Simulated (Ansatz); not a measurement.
# Phonons of Si2Mo (I4/mmm) against volume

Wanted: Grüneisen parameters and pressure coefficients of the modes of Si2Mo (I4/mmm).

Method: DFT LDA, scalar-relativistic, plane waves, PAW; PAW set soft_1, in Ansatz 0.2.0.

The database entry behind the starting cell is an old determination (1927), so it need not match the best structure at ambient conditions.

## Step 1: Starting point

The structure is tetragonal, space group I4/mmm (No. 139). The conventional cell has a = 3.200 Å, b = 3.200 Å, c = 7.861 Å, α = 90.00°, β = 90.00°, γ = 90.00°. Si has 5 Si at 2.61 to 2.63 Å and 5 Mo at 2.62 Å nearest. Nearest to Mo lie 10 Si at 2.62 Å. Farther neighbours are not listed.

## Step 2: Bringing the structure to rest

The cell and atoms are relaxed, since residual forces and stress would shift the frequencies.

The input, input.yaml:

```yaml
crystal:
  lattice:
    - [-1.6, 1.6, 3.9305]
    - [1.6, -1.6, 3.9305]
    - [1.6, 1.6, -3.9305]
  atoms:
    - { symbol: Si, position: [0.333, 0.333, 0.0] }
    - { symbol: Si, position: [0.667, 0.667, 0.0] }
    - { symbol: Mo, position: [0.0, 0.0, 0.0] }
kpoints:
  mp_grid: { grid: [18, 18, 18] }
hamiltonian:
  xc: lda
  pseudopotentials: { kind: paw, azcp: { folder: soft_1 }, xc_functional: pbe }
scf:
  occupations: { method: gaussian, width: 0.1 }
output:
  forces: true
  stress: true
  eigenvalues: true
  write_density: true
  write_potential: true
  elf: true
  volumetric_format: npy
relax:
  adjacent_minimum: "off"
  f_tol: 0.005
  max_steps: 80
  cell: { stress_tol: 0.05 }
```

On the command line:

```
$ ansatz run input.yaml --threads 4 --pin off --max-ram 10240MiB --backend cpu --events-out ev --progress --plain --runs-dir out
```

Numbers of over 12 decimals in the logs are rounded to 6 here.

What it wrote:

```text
Engine: ansatz 0.2.0, x86_64-unknown-linux-gnu
Pseudopotentials: kind: paw
Pseudopotential: Si, paw, valence charge 4, recommended cutoff 420 eV (normal), soft_1/Si.paw.azcp
Pseudopotential: Mo, paw, valence charge 14, recommended cutoff 420 eV (normal), soft_1/Mo.paw.azcp
Functional definition: SPW92
  exchange = slater_x
  correlation = pw_c
Crystal: 3 atoms, lattice volume = 40.248 Å³
Basis set: ecut = 420 eV, 769 PW (Γ)
Bands: 15, of which v1, the nominal top of the filled ones, is band 11 counted from 1 (10 counted from 0)
Symmetry: 16 space group operations
Space group: I4/mmm (ITA 139), of the structure as read, at distance tolerance 3.4e-5 Å
k-points: 480 of 5832
Non-local potential: Si, projectors of the file, l = 0: 2, l = 1: 2, l = 2: 1
Non-local potential: Mo, projectors of the file, l = 0: 3, l = 1: 2, l = 2: 2, l = 3: 1
PAW form: soft (Blöchl's): semilocal exchange-correlation on the pseudo side does not see the compensation charge
PAW frozen core: Si, regenerated for the run's functional, and the local potential with it (the file was generated under x = pbe(κ = 0.804, μ = 0.219515), c = pbe(β = 0.066725))
PAW frozen core: Mo, regenerated for the run's functional, and the local potential with it (the file was generated under x = pbe(κ = 0.804, μ = 0.219515), c = pbe(β = 0.066725))
PAW one-centre angular grid: Si, 110 points (default); XC on 64 Gauss nodes
PAW one-centre angular grid: Mo, 590 points (default); XC on 64 Gauss nodes
Initial density: superposition of atomic densities (chi_scale 0.1, normalization cell, long waves kept (reshape's long-wave potential 0.00 eV rms))
Initial wavefunctions: pseudopotential atomic-orbital guess
Functional: x = slater, c = lda
SCF iter   1: F=—  HF=-6063.202072 eV  |F-HF|=—  |Δ(HF+E_count)|=         —  Δρ=9.30e-2  dr2=5.37e0  ethr=3.10e-3  ⟨swp⟩=5.6  Hψ=42078  notcnv=0
preconditioner: auto → Kerker (q_TF=auto, 2.467 Å⁻¹)  [metal: Δε(μ)=0.019 eV  Ē_g=8.086 eV  σ=0.100 eV  W_gap=0.11  n_scr=10 (ndim 8)  ℏωp=21.9 eV  f_vac=0.000  D(μ)=0.66/eV (n_scr^D=2)]
SCF iter   2: F=—  HF=-6061.992388 eV  |F-HF|=—  |Δ(HF+E_count)|=    1.21e0  Δρ=3.00e-2  dr2=2.55e-1  ethr=3.10e-3  ⟨swp⟩=2.5  Hψ=18117  notcnv=0  defer=13
SCF iter   3: F=—  HF=-6061.941490 eV  |F-HF|=—  |Δ(HF+E_count)|=   5.09e-2  Δρ=1.43e-2  dr2=5.89e-2  ethr=1.16e-3  ⟨swp⟩=2.2  Hψ=10611  notcnv=0  defer=13
SCF iter   4: F=—  HF=-6061.927933 eV  |F-HF|=—  |Δ(HF+E_count)|=   1.36e-2  Δρ=2.42e-3  dr2=2.34e-3  ethr=2.68e-4  ⟨swp⟩=2.8  Hψ=11650  notcnv=0  defer=13
SCF iter   5: F=—  HF=-6061.927254 eV  |F-HF|=—  |Δ(HF+E_count)|=   6.79e-4  Δρ=3.38e-4  dr2=8.63e-5  ethr=1.06e-5  ⟨swp⟩=2.7  Hψ=11666  notcnv=0  defer=13
SCF iter   6: F=—  HF=-6061.927238 eV  |F-HF|=—  |Δ(HF+E_count)|=   1.63e-5  Δρ=2.91e-5  dr2=5.37e-7  ethr=3.92e-7  ⟨swp⟩=2.2  Hψ=9151  notcnv=0  defer=12
SCF iter   7: F=-6061.927237 eV  HF=-6061.927238 eV  |F-HF|=1.49e-8  |Δ(HF+E_count)|=   1.30e-7  Δρ=6.03e-6  dr2=2.13e-8  ethr=4.55e-10  ⟨swp⟩=9.5  Hψ=50767  notcnv=0
SCF 1 converged in 7 iterations: F = -6061.927237 eV  dr2 = 2.13e-8
  greatest PAW one-centre occupation: 0.998 electrons in one spin orbital (limit 2), on the Mo atom at site 2 (counted from 0), in its partial waves of l = 0
relax step   1: F+E_penalty+E_count = -6061.92723749 eV  Δ(F+E_penalty+E_count) = +0.000e0 eV  max|allowed force component| = 3.807e-1 eV/Å  Δτ_max = 0.0000 Å  P = -6.092 GPa  Ω = 40.248 Å³  (7 SCF iters, dr2 threshold 1.00e-7 eV, accepted)
Crystal: 3 atoms, lattice volume = 38.843 Å³
Initial density: handed on by an earlier stage of this run
Initial wavefunctions: those handed on with the density
iter 1 solved again at ethr=7.89e-6 eV; its pass at ethr=3.10e-3 eV (dr2=1.74e-3 eV) is discarded
SCF iter   1: F=—  HF=-6061.953792 eV  |F-HF|=—  |Δ(HF+E_count)|=         —  Δρ=2.31e-3  dr2=1.71e-3  ethr=7.89e-6  ⟨swp⟩=1.3  Hψ=45723  notcnv=0
preconditioner: auto → Kerker (q_TF=auto, 2.482 Å⁻¹)  [metal: Δε(μ)=0.004 eV  Ē_g=7.934 eV  σ=0.100 eV  W_gap=0.02  n_scr=10 (ndim 8)  ℏωp=22.3 eV  f_vac=0.000  D(μ)=0.24/eV (n_scr^D=0)]
SCF iter   2: F=—  HF=-6061.953332 eV  |F-HF|=—  |Δ(HF+E_count)|=   4.59e-4  Δρ=1.36e-3  dr2=6.02e-4  ethr=7.78e-6  ⟨swp⟩=1.0  Hψ=7228  notcnv=0
SCF iter   3: F=—  HF=-6061.953144 eV  |F-HF|=—  |Δ(HF+E_count)|=   1.88e-4  Δρ=2.98e-4  dr2=4.53e-5  ethr=2.74e-6  ⟨swp⟩=2.8  Hψ=10701  notcnv=0
SCF iter   4: F=—  HF=-6061.953132 eV  |F-HF|=—  |Δ(HF+E_count)|=   1.23e-5  Δρ=6.26e-5  dr2=1.84e-6  ethr=2.06e-7  ⟨swp⟩=2.1  Hψ=10139  notcnv=0
SCF iter   5: F=-6061.953131 eV  HF=-6061.953131 eV  |F-HF|=1.23e-8  |Δ(HF+E_count)|=   5.04e-7  Δρ=9.91e-6  dr2=2.99e-8  ethr=1.36e-9  ⟨swp⟩=9.3  Hψ=51091  notcnv=0
SCF 2 converged in 5 iterations: F = -6061.953131 eV  dr2 = 2.99e-8
relax step   2: F+E_penalty+E_count = -6061.95313122 eV  Δ(F+E_penalty+E_count) = -2.589e-2 eV  max|allowed force component| = 6.946e-3 eV/Å  Δτ_max = 0.0167 Å  P = +2.030 GPa  Ω = 38.843 Å³  energy of the carried Pulay correction = +7.953e-5 eV  (5 SCF iters, dr2 threshold 3.00e-7 eV, accepted)
Crystal: 3 atoms, lattice volume = 39.197 Å³
iter 1 solved again at ethr=4.89e-7 eV; its pass at ethr=3.10e-3 eV (dr2=1.08e-4 eV) is discarded
SCF iter   1: F=—  HF=-6061.955261 eV  |F-HF|=—  |Δ(HF+E_count)|=         —  Δρ=5.25e-4  dr2=1.01e-4  ethr=4.89e-7  ⟨swp⟩=2.0  Hψ=45046  notcnv=0
preconditioner: auto → Kerker (q_TF=auto, 2.478 Å⁻¹)  [metal: Δε(μ)=0.002 eV  Ē_g=7.868 eV  σ=0.100 eV  W_gap=0.01  n_scr=10 (ndim 8)  ℏωp=22.2 eV  f_vac=0.000  D(μ)=0.24/eV (n_scr^D=0)]
SCF iter   2: F=—  HF=-6061.955235 eV  |F-HF|=—  |Δ(HF+E_count)|=   2.62e-5  Δρ=2.85e-4  dr2=1.66e-5  ethr=4.61e-7  ⟨swp⟩=2.2  Hψ=8978  notcnv=0
SCF iter   3: F=—  HF=-6061.955231 eV  |F-HF|=—  |Δ(HF+E_count)|=   3.93e-6  Δρ=9.21e-5  dr2=2.41e-6  ethr=7.55e-8  ⟨swp⟩=1.8  Hψ=10277  notcnv=0
SCF iter   4: F=-6061.955231 eV  HF=-6061.955231 eV  |F-HF|=3.68e-8  |Δ(HF+E_count)|=   5.93e-7  Δρ=1.52e-5  dr2=8.20e-8  ethr=1.36e-9  ⟨swp⟩=6.1  Hψ=42971  notcnv=0
SCF 3 converged in 4 iterations: F = -6061.955231 eV  dr2 = 8.20e-8
relax step   3: F+E_penalty+E_count = -6061.95523074 eV  Δ(F+E_penalty+E_count) = -2.100e-3 eV  max|allowed force component| = 1.640e-2 eV/Å  Δτ_max = 0.0001 Å  P = -0.057 GPa  Ω = 39.197 Å³  energy of the carried Pulay correction = +5.928e-5 eV  (4 SCF iters, dr2 threshold 3.00e-7 eV, accepted)
[...]
relax step   4: F+E_penalty+E_count = -6061.95526323 eV  Δ(F+E_penalty+E_count) = -3.249e-5 eV  max|allowed force component| = 6.123e-3 eV/Å  Δτ_max = 0.0005 Å  P = -0.002 GPa  Ω = 39.186 Å³  energy of the carried Pulay correction = +5.986e-5 eV  (4 SCF iters, dr2 threshold 5.97e-8 eV, accepted)
[...]
relax step   5: F+E_penalty+E_count = -6061.95526514 eV  Δ(F+E_penalty+E_count) = -1.913e-6 eV  max|allowed force component| = 1.081e-5 eV/Å  Δτ_max = 0.0003 Å  P = +0.005 GPa  Ω = 39.186 Å³  energy of the carried Pulay correction = +5.986e-5 eV  (4 SCF iters, dr2 threshold 2.34e-9 eV, accepted)
Initial wavefunctions: pseudopotential atomic-orbital guess (no wavefunctions were taken with the density)
iter 1 solved again at ethr=4.49e-8 eV; its pass at ethr=3.10e-3 eV (dr2=9.88e-6 eV) is discarded
SCF iter   1: F=—  HF=-6061.955199 eV  |F-HF|=—  |Δ(HF+E_count)|=         —  Δρ=1.18e-5  dr2=5.48e-9  ethr=4.49e-8  ⟨swp⟩=3.1  Hψ=62043  notcnv=0
SCF iter   2: F=—  HF=-6061.955199 eV  |F-HF|=—  |Δ(HF+E_count)|=   2.66e-7  Δρ=6.27e-6  dr2=1.49e-9  ethr=2.49e-11  ⟨swp⟩=2.0  Hψ=11817  notcnv=0
SCF iter   3: F=—  HF=-6061.955199 eV  |F-HF|=—  |Δ(HF+E_count)|=   3.42e-9  Δρ=3.45e-7  dr2=4.60e-11  ethr=6.79e-12  ⟨swp⟩=2.0  Hψ=12475  notcnv=0
SCF iter   4: F=-6061.955199 eV  HF=-6061.955199 eV  |F-HF|=1.82e-12  |Δ(HF+E_count)|=    0.00e0  Δρ=8.85e-8  dr2=2.29e-12  ethr=1.00e-12  ⟨swp⟩=5.7  Hψ=32436  notcnv=0
SCF 6 converged in 4 iterations: F = -6061.955199 eV  dr2 = 2.29e-12
relax step   6: F+E_penalty+E_count = -6061.95519885 eV  Δ(F+E_penalty+E_count) = +6.629e-5 eV  max|allowed force component| = 1.531e-5 eV/Å  Δτ_max = 0.0000 Å  P = +0.007 GPa  Ω = 39.186 Å³  stress off target by 8.41e-3 GPa  SCF on the basis re-selected at this cell (its energy is not comparable with the rows above)  (4 SCF iters)
basis re-selected at this cell: Δ(F+E_penalty+E_count) = +6.629e-5 eV, ΔP = +0.002 GPa vs the last step (what re-selecting the basis moved, of the pressure what is left beyond the Pulay correction that the steps carried, after the strain that the cell walked since its last selection, with what the two solves' SCF thresholds leave and, on support functions, any second-order correction that the steps lacked; it is no m [...]
SCF converged after 4 iterations
Free energy (F): -6061.955199 eV
Harris-Foulkes:  -6061.955199 eV  (|F-HF|=1.82e-12)
Internal energy: -6061.954006 eV  (E = F + TS)
E sigma→0 (E₀):  -6061.954603 eV
Entropy (-TS):   -0.001193 eV (-0.398 meV/atom)
Fermi energy:    16.194719 eV
--- Per-component energies (eV) ---
  E_band       = -41.707736
  E_kinetic    = 515.376107
  E_local      = -1120.233157  (includes V_loc(G=0)·N_el)
  E_nonlocal   = 200.095812
  E_hartree    = 426.764515
  E_xc         = -292.784487
  E_vxc        = -322.787394  (∫ρ·V_xc dr)
  E_paw        = -4070.176226  (= ΣΔE_a)
  E_vpaw       = -167.688270  (= ΣTr[D̂ρ^β])
  E_aug_tail   = 0.000137  (compensation charges beyond the density's cutoff)
  E_ewald      = -1721.638183
  E_core_change = 0.641477  (= ΣΔE_core)
  E_smearing   = -0.001193  (= −TS)
  E_closure    = 0.000000  (closes the sum)
  Σ components = -6061.955199   (vs F -6061.955199, Δ=0.00e0)
--- Forces (eV/Å), atoms counted from 1 ---
  atom   1  Si    -0.00000000    -0.00000000    -0.00001531
  atom   2  Si     0.00000000     0.00000000     0.00001531
  atom   3  Mo    -0.00000000     0.00000000     0.00000000
  max |Σ_I F_I| component: 2.08e-17 eV/Å
--- Stress (GPa, compression-positive) ---
        0.006771       0.000000       0.000000
        0.000000       0.006771       0.000000
        0.000000       0.000000       0.008406
  P = ⅓ Tr σ = 0.0073 GPa (0.073 kbar)
--- Band table (eV; the first three rows and the last of 480) ---
  k-point 0: bands = [... 7 lower, 12.9952, 13.5223, 13.5223, 16.5800, 19.3950, 19.4811, 19.7786, 19.7786]
  k-point 1: bands = [... 7 lower, 13.0258, 13.2685, 13.9857, 16.1956, 19.1485, 19.6062, 19.6540, 19.8283]
  k-point 2: bands = [... 7 lower, 12.6563, 13.1203, 14.5914, 15.2834, 18.6733, 19.5968, 19.9365, 19.9476]
  k-point 479: bands = [... 7 lower, 13.9396, 15.5957, 15.5957, 15.7452, 15.7452, 16.7202, 20.9953, 21.5007]
--- Relaxed structure (5 steps of the walk, 5 accepted, 1 SCFs on fresh bases) ---
  F+E_penalty+E_count = -6061.95519885 eV   max|allowed force component| = 1.531e-5 eV/Å   (the final SCF, on the basis selected at the relaxed cell)
  cell:  # Å, volume = 39.1863 Å³
    - [-1.587156, 1.587156, 3.888973]
    - [1.587156, -1.587156, 3.888973]
    - [1.587156, 1.587156, -3.888973]
  atoms:
    - { symbol: Si, position: [0.335221, 0.335221, 0] }
    - { symbol: Si, position: [0.664779, 0.664779, 0] }
    - { symbol: Mo, position: [1.4539241701587608e-19, 1.4539241701587955e-19, 0] }
```

It took 21 s on 4 threads of AMD EPYC 7B13 (Zen 3), shared host; peak memory 0.65 GiB; 79 s of CPU time.

Relaxation path:

| step | energy less that of the first step (eV) | largest force component (eV/Å) | pressure (GPa) | volume (Å³) |
| --- | --- | --- | --- | --- |
| 1 | 0.0000 | 0.3807 | -6.09 | 40.25 |
| 2 | -0.0259 | 0.0069 | 2.03 | 38.84 |
| 3 | -0.0280 | 0.0164 | -0.06 | 39.20 |
| 4 | -0.0280 | 0.0061 | 0.00 | 39.19 |
| 5 | -0.0280 | 0.0000 | 0.00 | 39.19 |
| 6* | -0.0280 | 0.0000 | 0.01 | 39.19 |

Relaxation steps marked * repeat the geometry before them on a plane-wave basis chosen anew for their cell, so energy and pressure can jump there.

The run keeps the 16 symmetry operations that it works with, so distortions that break them were not tested.

| conventional cell, symmetrised | before | after | change |
| --- | --- | --- | --- |
| a (Å) | 3.200 | 3.174 | -0.8 % |
| b (Å) | 3.200 | 3.174 | -0.8 % |
| c (Å) | 7.861 | 7.778 | -1.1 % |
| volume (Å³/atom) | 13.42 | 13.06 | -2.6 % |

The atoms that moved most (Å, as changes of fractional coordinates times the final cell):

| atom | dx | dy | dz | length |
| --- | --- | --- | --- | --- |
| Si1 | 0.000 | 0.000 | 0.017 | 0.017 |
| Si2 | 0.000 | 0.000 | -0.017 | 0.017 |

The relaxed structure:

```cif
data_structure
_symmetry_space_group_name_H-M 'P 1'
_symmetry_Int_Tables_number 1
_cell_length_a 4.4902
_cell_length_b 4.4902
_cell_length_c 4.4902
_cell_angle_alpha 138.601
_cell_angle_beta 138.601
_cell_angle_gamma 59.984
_cell_volume 39.19
loop_
_atom_site_label
_atom_site_type_symbol
_atom_site_fract_x
_atom_site_fract_y
_atom_site_fract_z
_atom_site_occupancy
Si1 Si 0.33522 0.33522 0.00000 1
Si2 Si 0.66478 0.66478 0.00000 1
Mo3 Mo 0.00000 0.00000 0.00000 1
```

Numbers from this step:

| Property | Result |
| --- | --- |
| pressure | 0.007316 GPa |
| volume per atom | 13.06 Å³ |
| gap on the k-mesh | 0 eV |

Electrostatic potential energy in the ac plane of the conventional cell at fractional y = 0.000, with atoms of Si and Mo within 0.2 Å of it. With pseudopotentials it is smooth inside the atoms' cores, unlike the true potential.

Ten even steps from '_' (-47 eV) to '@' (17 eV), each cell a mean:
```
______--##@@@@@@@@%%**::____
....==**%%@@@@@@@@@@%%++--..
****##%%@@@@@@@@@@@@@@%%##**
%%@@@@@@@@@@@@@@@@@@@@@@@@@@
%%%%@@@@@@@@@@@@@@@@@@@@@@%%
++**##%%@@@@@@@@@@@@@@%%##**
======**%%@@@@@@@@@@%%**====
%%**==++%%@@@@@@@@@@##====##
##++==++%%@@@@@@@@@@##++==**
====++##@@@@@@@@@@@@%%##++==
####%%@@@@@@@@@@@@@@@@@@%%##
@@@@@@@@@@@@@@@@@@@@@@@@@@@@
%%%%@@@@@@@@@@@@@@@@@@@@@@%%
++++##%%@@@@@@@@@@@@@@%%**++
++====**%%@@@@@@@@@@%%++====
@@**==++%%@@@@@@@@@@##====##
**++==**%%@@@@@@@@@@##++==++
====**##@@@@@@@@@@@@%%##++==
##%%%%@@@@@@@@@@@@@@@@@@%%##
@@@@@@@@@@@@@@@@@@@@@@@@@@@@
##%%%%@@@@@@@@@@@@@@@@@@%%%%
--==++##@@@@@@@@@@@@%%##++--
____::++##@@@@@@@@%%##==..__
______--**@@@@@@@@%%++::____
```
Columns run along a (3.2 Å; values clipped at the 3rd and 97th percentile), rows up along c (7.8 Å), edges of the conventional cell, whose origin can differ from the input's. Atoms in or near the plane, at fractional coordinates: Si at (0.00, 0.34), Si at (0.00, 0.66), Mo at (0.00, 0.00).

ELF in the ac plane of the conventional cell at fractional y = 0.000, with atoms of Si and Mo within 0.2 Å of it. It is the smooth field of the valence electrons, not physical close to the nuclei.

Ten even steps from '_' (0.12) to '@' (0.73), each cell a mean:
```
##%%@@**::__::--..__--##@@%%
%%%%**==....----::..::==##%%
------::::::------::::::----
------------::::::----------
%%%%##**==::..__..::++**%%%%
@@@@%%##==..______::++##%%@@
++++++**++::____..--++**++++
++--==****==::..--++**++--==
==--++##%%**==--==##%%**==--
--==##%%%%**++==++##%%%%**==
++**####**++==--==**######**
********++==------==++******
**********==----==++********
==++##%%##**====++**%%%%##++
::--**%%%%**====++##%%##++--
++--==**##++--::==**##++--==
======++++--..__..==**++====
########++::______--++######
@@@@%%##==::______::++##@@@@
****++++--::::..::--==++++**
::::::::::--------::::::::::
****==::..::--==--....--++**
%%@@%%++....::--::..::**@@%%
==##@@**::__::--..__--##@@**
```
Columns run along a (3.2 Å), rows up along c (7.8 Å), edges of the conventional cell, whose origin can differ from the input's. Atoms in or near the plane, at fractional coordinates: Si at (0.00, 0.34), Si at (0.00, 0.66), Mo at (0.00, 0.00).

Valence density in the ac plane of the conventional cell at fractional y = 0.000, with atoms of Si and Mo within 0.2 Å of it. It is the smooth field of the valence electrons, not physical close to the nuclei.

Ten steps, logarithmic in the rise over the least value, from '0' (0.1 e/Å³) to '9' (7.1 e/Å³), each cell a mean:
```
99874221235799
88753211224678
55432211122355
33322111112233
33321100012233
33322100012333
22222100012322
01222211122210
01233211123321
22333211223332
33322211222333
22222211122222
33222211122233
33332211222333
12333211223322
00232211123220
11222110122221
33322100012333
33322100012233
33221111112233
44332111122334
77643211123567
99864221235789
99975221235899
```
Columns run along a (3.2 Å), rows up along c (7.8 Å), edges of the conventional cell, whose origin can differ from the input's. Atoms in or near the plane, at fractional coordinates: Si at (0.00, 0.34), Si at (0.00, 0.66), Mo at (0.00, 0.00).

In this step the volume went from 13.42 to 13.06 Å³/atom.

## Step 3: Tight relaxation

Phonons need small forces and stress, so the relaxation is finished with tight tolerances on 20×20×20 k points.

The input, input.yaml:

```yaml
crystal:
  lattice:
    - [-1.5871561705, 1.5871561705, 3.8889729862]
    - [1.5871561705, -1.5871561705, 3.8889729862]
    - [1.5871561705, 1.5871561705, -3.8889729862]
  atoms:
    - { symbol: Si, position: [0.3352207537, 0.3352207537, 0.0] }
    - { symbol: Si, position: [0.6647792463, 0.6647792463, 0.0] }
    - { symbol: Mo, position: [0.0, 0.0, 0.0] }
kpoints:
  mp_grid: { grid: [20, 20, 20] }
hamiltonian:
  xc: lda
  pseudopotentials: { kind: paw, azcp: { folder: soft_1 }, xc_functional: pbe }
scf:
  occupations: { method: methfessel_paxton, width: 0.2 }
output:
  forces: true
  stress: true
  eigenvalues: true
relax:
  adjacent_minimum: "off"
  f_tol: 0.001
  max_steps: 60
  cell: { stress_tol: 0.01 }
```

What it wrote:

```text
[...]
--- Relaxed structure (3 steps of the walk, 3 accepted, 1 SCFs on fresh bases) ---
[...]
cell:  # Å, volume = 39.1870 Å³
    - [-1.587207, 1.587207, 3.888792]
    - [1.587207, -1.587207, 3.888792]
    - [1.587207, 1.587207, -3.888792]
  atoms:
    - { symbol: Si, position: [0.335255, 0.335255, 0] }
    - { symbol: Si, position: [0.664745, 0.664745, 0] }
    - { symbol: Mo, position: [0, 0, 0] }
[key lines of the parts left out:]
SCF converged after 4 iterations
Free energy (F): -6061.954528 eV
Fermi energy:    16.185274 eV
P = ⅓ Tr σ = 0.0019 GPa (0.019 kbar)
```

Wall time 15 s (4 threads); peak memory 0.68 GiB.

Little changed from the start: no atom moved by 0.005 Å and no cell edge by 0.1 %.

Numbers from this step:

```
pressure : 0.001860 GPa
```

The largest force component left is 0.23 meV/Å and the pressure is 0.002 GPa, within the tolerances set. The cell now holds 13.06 Å³/atom.

[end of part 1 of 2]

[Logs are printed without paths, hosts, clocks, repeated set-up lines and the standing remarks that a program may print on its own settings, such as how far it seeks lower states.]

[Hosts, paths, dates, database ids (printed as entryN), source tags and the programs' standing remarks are cut or masked in the printed files.]
